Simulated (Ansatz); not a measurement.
# CaGeS3 (model cell, started as cubic perovskite with Ge in the octahedra): following an unstable mode, part 2 of 3

Wanted: the energy along a soft mode of CaGeS3 (model cell, started as cubic perovskite with Ge in the octahedra) and the structure at the end.

Ansatz 0.2.0; DFT PBEsol, scalar-relativistic, plane waves, PAW; PAW set soft_1.

So far, highest frequency on the path or at a solved wavevector (cm⁻¹): step 2 (the dispersion) 376. Also lowest frequency on the path (cm⁻¹): step 2 -167.

The structure was built from a prototype and need not be the compound's stable phase.

### 3. The mode frozen in, largest atomic shift 0 Å

The mode followed lies at q = (0.25, -0.5, -0.5) with frequency 167.1i cm⁻¹ and is 2-fold degenerate, the softest among the wavevectors solved. At small amplitude the distorted cell has space group no. 69 by a symmetry search on the positions. The undistorted cell that holds it gives the zero of energy on the same k mesh.

System of this step: CaGeS3 (model cell, started as cubic perovskite with Ge in the octahedra). Symmetry: Pm-3m, No. 221, cubic system. The conventional cell has a = 4.701 Å, b = 4.701 Å, c = 4.701 Å, α = 90.00°, β = 90.00°, γ = 90.00°. Nearest to Ca lie 12 S at 3.32 Å. Nearest to Ge lie 6 S at 2.35 Å. Nearest to S lie 2 Ge at 2.35 Å and 4 Ca at 3.32 Å. S has 2 Ge at 2.35 Å and 4 Ca at 3.32 Å nearest. Farther neighbours and most contacts between anions are not listed.

input.yaml reads:

```yaml
crystal:
  lattice:
    - [0.0, -4.7007771819, -4.7007771819]
    - [0.0, -4.7007771819, 4.7007771819]
    - [-9.4015543637, -4.7007771819, 0.0]
  atoms:
    - { symbol: Ca, position: [0.75, 0.75, 0.5] }
    - { symbol: Ca, position: [0.25, 0.25, 0.5] }
    - { symbol: Ca, position: [0.5, 0.5, 1.0] }
    - { symbol: Ca, position: [0.0, 0.0, 1.0] }
    - { symbol: Ge, position: [0.375, 0.875, 0.25] }
    - { symbol: Ge, position: [0.875, 0.375, 0.25] }
    - { symbol: Ge, position: [0.125, 0.625, 0.75] }
    - { symbol: Ge, position: [0.625, 0.125, 0.75] }
    - { symbol: S, position: [0.125, 0.125, 0.25] }
    - { symbol: S, position: [0.625, 0.625, 0.25] }
    - { symbol: S, position: [0.875, 0.875, 0.75] }
    - { symbol: S, position: [0.375, 0.375, 0.75] }
    - { symbol: S, position: [0.625, 0.125, 0.25] }
    - { symbol: S, position: [0.125, 0.625, 0.25] }
    - { symbol: S, position: [0.375, 0.875, 0.75] }
    - { symbol: S, position: [0.875, 0.375, 0.75] }
    - { symbol: S, position: [0.5, 0.0, 0.0] }
    - { symbol: S, position: [0.0, 0.5, 0.0] }
    - { symbol: S, position: [0.25, 0.75, 0.5] }
    - { symbol: S, position: [0.75, 0.25, 0.5] }
kpoints:
  mp_grid: { grid: [6, 6, 6] }
hamiltonian:
  xc: pbesol
  pseudopotentials: { kind: paw, azcp: { folder: soft_1 }, xc_functional: pbe }
scf:
  occupations: { method: methfessel_paxton, width: 0.2 }
output:
  forces: true
  stress: true
  eigenvalues: true
```

Command:

```console
$ ansatz run input.yaml --threads 4 --pin off --max-ram 16384MiB --backend cpu --events-out ev --progress --plain --runs-dir out
```

Numbers of over 12 decimals in the logs are rounded to 6 here.

Output:

```text
[...]
Crystal: 20 atoms, lattice volume = 415.498 Å³
Basis set: ecut = 420 eV, 8127 PW (Γ), exchange–correlation on 90×90×144 points (8 copies of the dense FFT grid, shifted against one another)
Bands: 104, of which v1, the nominal top of the filled ones, is band 84 counted from 1 (83 counted from 0)
Symmetry: 64 space group operations
[...]
k-points: 30 of 216
[...]
k-point 0: bands = [... 80 lower, 6.6541, 6.6541, 6.6541, 7.6024, 7.6024, 8.3874, 9.8400, 10.0302, ... 16 higher]
  k-point 1: bands = [... 80 lower, 6.3834, 7.1453, 7.1453, 7.5673, 7.6388, 7.7223, 9.9430, 9.9758, ... 16 higher]
  k-point 2: bands = [... 80 lower, 6.3145, 6.7925, 7.5225, 7.5225, 7.5423, 7.6663, 9.8165, 9.8165, ... 16 higher]
  k-point 29: bands = [... 80 lower, 6.1218, 6.2205, 7.1351, 7.4248, 8.4092, 8.4713, 8.8394, 9.2837, ... 16 higher]
[key lines of the parts left out:]
SCF converged after 10 iterations
Free energy (F): -34821.171863 eV
Fermi energy:    7.173995 eV
P = ⅓ Tr σ = 0.0966 GPa (0.966 kbar)
```

Wall time 39 s (4 threads of Arm Neoverse V1, shared host); peak memory 1.7 GiB.

Numbers from this step:

```
pressure                         : 0.09655 GPa
energy from the undistorted cell : 0 meV/atom
```

The run ends at a pressure of 0.10 GPa.

### 4. The mode frozen in, largest atomic shift 0.6 Å

The atoms are moved along the unstable eigenvector, the largest shift by 0.6 Å, with the cell fixed.

input.yaml reads:

```yaml
crystal:
  lattice:
    - [0.0, -4.7007771819, -4.7007771819]
    - [0.0, -4.7007771819, 4.7007771819]
    - [-9.4015543637, -4.7007771819, 0.0]
  atoms:
    - { symbol: Ca, position: [0.75, 0.75, 0.5] }
    - { symbol: Ca, position: [0.25, 0.25, 0.5] }
    - { symbol: Ca, position: [0.508235661, 0.508235661, 1.0] }
    - { symbol: Ca, position: [-0.008235661, -0.008235661, 1.0] }
    - { symbol: Ge, position: [0.372314813, 0.877685187, 0.25] }
    - { symbol: Ge, position: [0.877685187, 0.372314813, 0.25] }
    - { symbol: Ge, position: [0.127685187, 0.622314813, 0.75] }
    - { symbol: Ge, position: [0.622314813, 0.127685187, 0.75] }
    - { symbol: S, position: [0.1430786573, 0.1430786573, 0.2138426854] }
    - { symbol: S, position: [0.6069213427, 0.6069213427, 0.2861573146] }
    - { symbol: S, position: [0.8930786573, 0.8930786573, 0.7138426854] }
    - { symbol: S, position: [0.3569213427, 0.3569213427, 0.7861573146] }
    - { symbol: S, position: [0.625, 0.125, 0.25] }
    - { symbol: S, position: [0.125, 0.625, 0.25] }
    - { symbol: S, position: [0.375, 0.875, 0.75] }
    - { symbol: S, position: [0.875, 0.375, 0.75] }
    - { symbol: S, position: [0.5638192342, -0.0638192342, 0.0] }
    - { symbol: S, position: [-0.0638192342, 0.5638192342, 0.0] }
    - { symbol: S, position: [0.25, 0.75, 0.5] }
    - { symbol: S, position: [0.75, 0.25, 0.5] }
kpoints:
  mp_grid: { grid: [6, 6, 6] }
hamiltonian:
  xc: pbesol
  pseudopotentials: { kind: paw, azcp: { folder: soft_1 }, xc_functional: pbe }
scf:
  occupations: { method: methfessel_paxton, width: 0.2 }
output:
  forces: true
  stress: true
  eigenvalues: true
```

Output:

```text
[...]
Crystal: 20 atoms, lattice volume = 415.498 Å³
Basis set: ecut = 420 eV, 8127 PW (Γ), exchange–correlation on 90×90×144 points (8 copies of the dense FFT grid, shifted against one another)
Bands: 104, of which v1, the nominal top of the filled ones, is band 84 counted from 1 (83 counted from 0)
Symmetry: 8 space group operations
[...]
k-points: 46 of 216
[...]
k-point 0: bands = [... 80 lower, 6.5858, 6.6910, 6.9356, 7.4119, 7.5085, 7.8714, 9.6261, 9.6495, ... 16 higher]
  k-point 1: bands = [... 80 lower, 6.5635, 6.9944, 7.1226, 7.4015, 7.5176, 7.5276, 9.6015, 9.6675, ... 16 higher]
  k-point 2: bands = [... 80 lower, 6.5684, 6.6203, 7.2892, 7.3865, 7.5585, 7.6434, 9.5261, 9.7127, ... 16 higher]
  k-point 45: bands = [... 80 lower, 6.2176, 6.2609, 6.9371, 7.3443, 8.2343, 8.5572, 8.6021, 9.3492, ... 16 higher]
[key lines of the parts left out:]
SCF converged after 11 iterations
Free energy (F): -34822.044854 eV
Fermi energy:    7.147339 eV
P = ⅓ Tr σ = -0.2399 GPa (-2.399 kbar)
```

Elapsed: 62 s, on 4 threads; peak memory 2 GiB.

Numbers from this step:

```
pressure                         : -0.2399 GPa
energy from the undistorted cell : -43.74 meV/atom
```

The energy, extrapolated to zero smearing, is -43.74 meV/atom against the undistorted cell.

The run ends at a pressure of -0.24 GPa, with forces up to 0.77 eV/Å.

### 5. Energy along the mode, all amplitudes (two of the runs are shown above)

An imaginary frequency means negative curvature, so the energy should fall and then rise again as anharmonic terms take over.

Numbers from this step:

```yaml
depth_at_the_lowest_point_sampled: 43.74 meV/atom
largest_atomic_shift_at_that_point: 0.6 Å
```

Table of energy from the parent by largest atomic shift:

```csv
largest atomic shift (Å),energy from the parent (meV/atom)
0.000,0
0.040,-0.384
0.080,-1.52
0.140,-4.49
0.220,-10.4
0.320,-19.9
0.450,-32.8
0.600,-43.7
```

Displacement at unit largest shift by atom:

```csv
atom,x (Å),y (Å),z (Å),size
Ca1,0.00,0.00,0.00,0.00
Ca2,0.00,0.00,0.00,0.00
Ca3,0.00,-0.13,0.00,0.13
Ca4,0.00,0.13,0.00,0.13
Ge5,0.00,0.00,0.04,0.04
Ge6,0.00,0.00,-0.04,0.04
Ge7,0.00,0.00,-0.04,0.04
Ge8,0.00,0.00,0.04,0.04
S9,0.57,0.00,0.00,0.57
S10,-0.57,0.00,0.00,0.57
S11,0.57,0.00,0.00,0.57
S12,-0.57,0.00,0.00,0.57
S13,0.00,0.00,0.00,0.00
S14,0.00,0.00,0.00,0.00
S15,0.00,0.00,0.00,0.00
S16,0.00,0.00,0.00,0.00
S17,0.00,0.00,-1.00,1.00
S18,0.00,0.00,1.00,1.00
S19,0.00,0.00,0.00,0.00
S20,0.00,0.00,0.00,0.00
```

The lowest of the steps tried is the last one, at 0.6 Å, 43.7 meV/atom below the parent; the bottom of the well need not coincide with a step.

(Continued in part 3 of 3.)

[Logs are printed without paths, hosts, clocks, repeated set-up lines and the standing remarks that a program may print on its own settings, such as how far it seeks lower states.]

[Hosts, paths, dates, database ids (printed as entryN), source tags and the programs' standing remarks are cut or masked in the printed files.]
